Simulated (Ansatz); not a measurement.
Rows from a G0W0 calculation on ZnSeO3 (Pnma) (Ansatz 0.2.0; G0W0 on r2SCAN, plane waves, PAW; 4×2×4 mesh, 1546 empty bands, screening to 200 eV, hard PAW files), in eV. Spin-orbit coupling is left out.

```csv
row,k,band,start,Σx,Σc at the solution,Vxc
A,"(0.250, 0.000, 0.000)",c2,13.205,-12.020,-4.192,-17.053
B,"(0.250, 0.000, 0.000)",v2,7.594,-24.138,2.899,-20.404
C,"(0.250, 0.000, 0.000)",v1,7.801,-24.853,2.968,-21.020
D,"(0.250, 0.000, 0.000)",c1,12.210,-10.950,-4.040,-15.683
E,"(0.000, -0.500, 0.000)",v1,8.037,-25.523,2.990,-21.706
F,"(0.000, -0.500, 0.000)",c1,12.554,-11.959,-3.953,-16.684
```

Work out each quasiparticle level and how far it moved.

The quasiparticle equation reads E = start + Σx + Σc(E) − Vxc.

```csv
row,E (eV),shift (eV)
A,14.046,+0.841
B,6.759,−0.835
C,6.935,−0.865
D,12.902,+0.693
E,7.210,−0.827
F,13.328,+0.773
```

Limits: not at the basis limit; d shell near the gap, gap tends to lie low; no spin-orbit coupling; coarse k mesh.

[Paths, hosts, dates, memory and timing lines, banners, echoed tables and standing remarks are left out of the program output.]

[Logs are printed without paths, hosts, clocks, repeated set-up lines and the standing remarks that a program may print on its own settings, such as how far it seeks lower states.]

[Runs of the session that timed out or met a known fault of the program may be left out.]

[Cells called generated may have been cut or substituted from an entry of the Crystallography Open Database or the Materials Project.]

[Hosts, paths, dates, database ids (printed as entryN), source tags and the programs' standing remarks are cut or masked in the printed files.]
